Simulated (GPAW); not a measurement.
# Dielectric function and optical constants of Ni

Aim: the dielectric function of Ni, and the optical constants that follow from it.

Main program and level: GPAW 26.7.0; DFT, PBE, plane-wave PAW (GPAW data sets), scalar-relativistic, RPA, optical limit.

Report form: the programs' logs are mostly left out.

## 1. Set-up

It takes space group Fm-3m (No. 225, cubic). The conventional cell has a = 3.524 Å, b = 3.524 Å, c = 3.524 Å, α = 90.00°, β = 90.00°, γ = 90.00°. Nearest to Ni lie 12 Ni at 2.49 Å.

## 2. Ground state

First the ground state: is it a metal or has it a gap?

This step: DFT, PBE, plane-wave PAW (GPAW data sets), scalar-relativistic, ground state (GPAW 26.7.0).

Contents of gs.py:

```python
from ase import Atoms
from ase.dft.bandgap import bandgap
from gpaw import GPAW, PW, FermiDirac

atoms = Atoms(['Ni'],
              cell=[[0.000000000000, 1.761935000000, 1.761935000000],
                    [1.761935000000, 0.000000000000, 1.761935000000],
                    [1.761935000000, 1.761935000000, 0.000000000000]],
              scaled_positions=[[0.000000000000, 0.000000000000, 0.000000000000]],
              pbc=[True, True, True])
atoms.set_initial_magnetic_moments([1.0])
atoms.calc = GPAW(mode=PW(500), xc='PBE', kpts={'size': (11, 11, 11), 'gamma': True},
                  occupations=FermiDirac(0.05), maxiter=150, txt='gs.txt')
print('energy (eV)', atoms.get_potential_energy())
print('Fermi level (eV)', atoms.calc.get_fermi_level())
print('valence electrons', atoms.calc.get_number_of_electrons())
print('gap (eV)', bandgap(atoms.calc, output=None)[0])
print('direct gap (eV)', bandgap(atoms.calc, direct=True, output=None)[0])
print('moments', atoms.get_magnetic_moments().round(3).tolist())
atoms.calc.write('gs.gpw')
```

Launch:

```bash
OMP_NUM_THREADS=1 python gs.py
```

It took 12 s on 1 thread of Arm Neoverse V1, shared host; peak memory 0.13 GiB.

This step gave:

```
energy       : -7.283 eV
Fermi energy : 8.496 eV
electrons    : 16
site moments : 0.624 μB
```

There are states at the Fermi level within the smearing, so the occupations stay smeared and the carriers get a Drude term.

## 3. Bands for the response

At the fixed density, many empty bands are solved on the mesh of the response, since the spectrum sums over them.

This step: DFT, PBE, plane-wave PAW (GPAW data sets), scalar-relativistic, bands at fixed density (GPAW 26.7.0).

Contents of nscf.py:

```python
from ase.dft.bandgap import bandgap
from gpaw import GPAW, FermiDirac

calc = GPAW('gs.gpw').fixed_density(kpts={'size': (24, 24, 24), 'gamma': True}, nbands=23, convergence={'bands': 17},
                                    occupations=FermiDirac(0.05), txt='nscf.txt')
print('gap (eV)', bandgap(calc, output=None)[0])
print('direct gap (eV)', bandgap(calc, direct=True, output=None)[0])
print('top band over the Fermi level (eV)', min(calc.get_eigenvalues(kpt=k)[16] for k in range(len(calc.get_ibz_k_points()))) - calc.get_fermi_level())
calc.write('full.gpw', mode='all')
```

Launch:

```bash
OMP_NUM_THREADS=1 python nscf.py
```

The job ended after 86 s (1 thread; peak memory 0.25 GiB).

## 4. Dielectric function, RPA

Local fields let the induced charge screen the field inside the cell, which as a rule lowers ε, most along directions where the density is uneven.

This step: DFT, PBE, plane-wave PAW (GPAW data sets), scalar-relativistic, RPA, optical limit (GPAW 26.7.0).

Contents of df.py:

```python
from gpaw.response.df import DielectricFunction

df = DielectricFunction('full.gpw', frequencies={'type': 'nonlinear', 'domega0': 0.03, 'omega2': 8},
                        ecut=50,
                        eta=0.15,
                        nbands=17,
                        rate=0.05,
                        txt='df.txt')
for direction in ['x']:
    df.get_dielectric_function(xc='RPA', direction=direction, filename=f'df_{direction}.csv')
```

Launch:

```bash
OMP_NUM_THREADS=1 python df.py
```

The job ended after 26 s (1 thread; peak memory 0.21 GiB).

Numbers from this step:

| Property | Result |
| --- | --- |
| main peak of the optical conductivity above 1 eV, first axis | 5.650 eV |

The Im ε, E ∥ x by photon energy; read off at these points:

```
photon energy (eV)  Im ε, E ∥ x
             0.500         76.2
             0.750         47.0
             1.000         35.9
             1.250         28.8
             1.500         23.4
             1.750         20.7
             2.000         18.4
             2.250         15.1
             2.500         12.2
             2.750         10.3
             3.000         8.73
             3.250         8.25
             3.500         6.41
             3.750         5.42
             4.000         5.04
             4.250         4.35
             4.500         3.92
             4.750         4.36
             5.000         5.57
             5.250         6.83
             5.466         7.26
             5.500         7.26
             5.750         6.81
             6.000         5.23
             6.250         3.75
             6.500         3.46
             6.750         2.83
             7.000         2.76
             7.250         2.89
             7.500         2.52
             7.750         2.78
             8.000         2.57
             8.250         2.81
             8.500         2.65
             8.750         2.42
             9.000         2.41
             9.250         2.17
             9.500         2.28
             9.750         2.13
            10.000         2.12
            10.250         2.09
            10.500         1.85
            10.750         1.83
            11.000         1.65
            11.250         1.64
            11.500         1.60
            11.750         1.57
            12.000         1.57
            12.250         1.55
            12.500         1.53
            12.750         1.48
            13.000         1.46
            13.250         1.45
            13.500         1.46
            13.750         1.55
```

Table of Re ε, E ∥ x by photon energy:

photon energy (eV), Re ε, E ∥ x and a bar from the least value:
```
      0.5       -156 
      1.0        -38 #######################
      1.5        -18 ##########################
      2.0        -12 ############################
      2.5        -10 ############################
      3.0         -7 ############################
      3.5         -6 #############################
      4.0         -3 #############################
      4.5         -1 ##############################
      5.0          1 ##############################
      5.5         -1 ##############################
      6.0         -3 #############################
      6.5         -2 #############################
      7.0         -1 ##############################
      7.5         -1 ##############################
      8.0         -1 ##############################
      8.5         -1 ##############################
      9.0         -1 ##############################
      9.5          0 ##############################
     10.0          0 ##############################
     10.5          0 ##############################
     11.0          0 ##############################
     11.5          0 ##############################
     12.0          0 ##############################
     12.5          0 ##############################
     13.0          0 ##############################
     13.5          0 ##############################
```

The loss function −Im 1/ε at q → 0, E ∥ x by energy loss; read off at these points:

```
energy loss (eV)  loss function −Im 1/ε at q → 0, E ∥ x
            0.50                                0.00255
            1.00                                 0.0131
            1.50                                 0.0263
            2.00                                 0.0381
            2.50                                 0.0493
            3.00                                 0.0693
            3.50                                 0.0867
            4.00                                  0.139
            4.50                                  0.229
            4.61                                  0.242
            5.00                                  0.176
            5.50                                  0.134
            6.00                                  0.132
            6.50                                  0.194
            7.00                                  0.293
            7.50                                  0.348
            8.00                                  0.367
            8.50                                  0.344
            9.00                                  0.386
            9.50                                  0.421
           10.00                                  0.455
           10.50                                  0.512
           11.00                                  0.586
           11.50                                  0.622
           12.00                                  0.637
           12.50                                  0.654
           13.00                                  0.683
           13.17                                  0.686
           13.50                                  0.670
```

Table of Im ε, E ∥ x by photon energy; read off at these points:

```
photon energy (eV)  without local fields  with local fields
               0.5                  76.2               76.2
               1.0                  35.9               35.9
               1.5                  23.4               23.4
               2.0                  18.4               18.4
               2.5                  12.2               12.2
               3.0                  8.73               8.73
               3.5                  6.41               6.41
               4.0                  5.04               5.04
               4.5                  3.92               3.92
               5.0                  5.57               5.57
               5.5                  7.26               7.26
               6.0                  5.23               5.23
               6.5                  3.46               3.46
               7.0                  2.77               2.76
               7.5                  2.52               2.52
               8.0                  2.56               2.57
               8.5                  2.64               2.65
               9.0                  2.39               2.41
               9.5                  2.25               2.28
              10.0                  2.09               2.12
              10.5                  1.82               1.85
              11.0                  1.63               1.65
              11.5                  1.59               1.60
              12.0                  1.57               1.57
              12.5                  1.53               1.53
              13.0                  1.46               1.46
              13.5                  1.47               1.46
```

The reflectivity at normal incidence, E ∥ x by photon energy; read off at these points:

```
photon energy (eV)  reflectivity at normal incidence, E ∥ x (%)
              0.50                                         93.4
              1.00                                         81.8
              1.50                                         73.2
              2.00                                         67.5
              2.50                                         66.2
              3.00                                         61.8
              3.50                                         60.1
              4.00                                         50.1
              4.50                                         36.8
              5.00                                         29.8
              5.50                                         40.9
              6.00                                         51.1
              6.12                                         52.0
              6.50                                         46.8
              7.00                                         37.3
              7.50                                         32.8
              8.00                                         29.1
              8.50                                         31.4
              9.00                                         29.1
              9.50                                         26.4
             10.00                                         25.7
             10.50                                         25.9
             11.00                                         23.5
             11.50                                         20.4
             12.00                                         18.9
             12.50                                         18.3
             13.00                                         16.5
             13.50                                         15.0
```

At chosen wavelengths:

```
wavelength (nm)     n      k  R (%)     1/α
           1064  2.56  5.838   78.1   15 nm
            450  1.57  3.286   64.0   11 nm
            405  1.45  2.957   60.7   11 nm
            365  1.27  2.797   60.8   10 nm
            308  1.17  2.145   49.7   11 nm
            248  1.79  1.553   29.8   13 nm
            193  0.97  1.841   46.7  8.3 nm
```

In reflection the computed colour is light grey: x = 0.317, y = 0.336, luminous reflectivity 68 %.

## 5. What came out

* main peak of the optical conductivity above 1 eV, first axis: 5.65 eV

At this level (PBE, RPA) Ni is a metal; it reflects 69 % at 550 nm. In reflection the computed colour is light grey: x = 0.317, y = 0.336, luminous reflectivity 68 %. The carriers' damping of 0.05 eV is typed, not computed; it shapes the response at the lowest energies. The magnetic state comes from one start and need not be the lowest. The sum runs over mesh points, so small or evenly spaced maxima can still be ripples of the mesh. In this version of GPAW the matrix elements of the optical limit are incomplete, which can lower ε − 1 by up to a tenth where first-row anions or d states rule, and shift it by more in d metals. GPAW's carrier term has the form −ωp²/(ω + i·rate)², which damps like twice the rate and fails at low energy, so the curves leave the lowest energies out.

[Machine, clock and banner lines and Python warnings are left out of the logs.]

[Logs are printed without paths, hosts, clocks, repeated set-up lines and the standing remarks that a program may print on its own settings, such as how far it seeks lower states.]

[Hosts, paths, dates, database ids (printed as entryN), source tags and the programs' standing remarks are cut or masked in the printed files.]
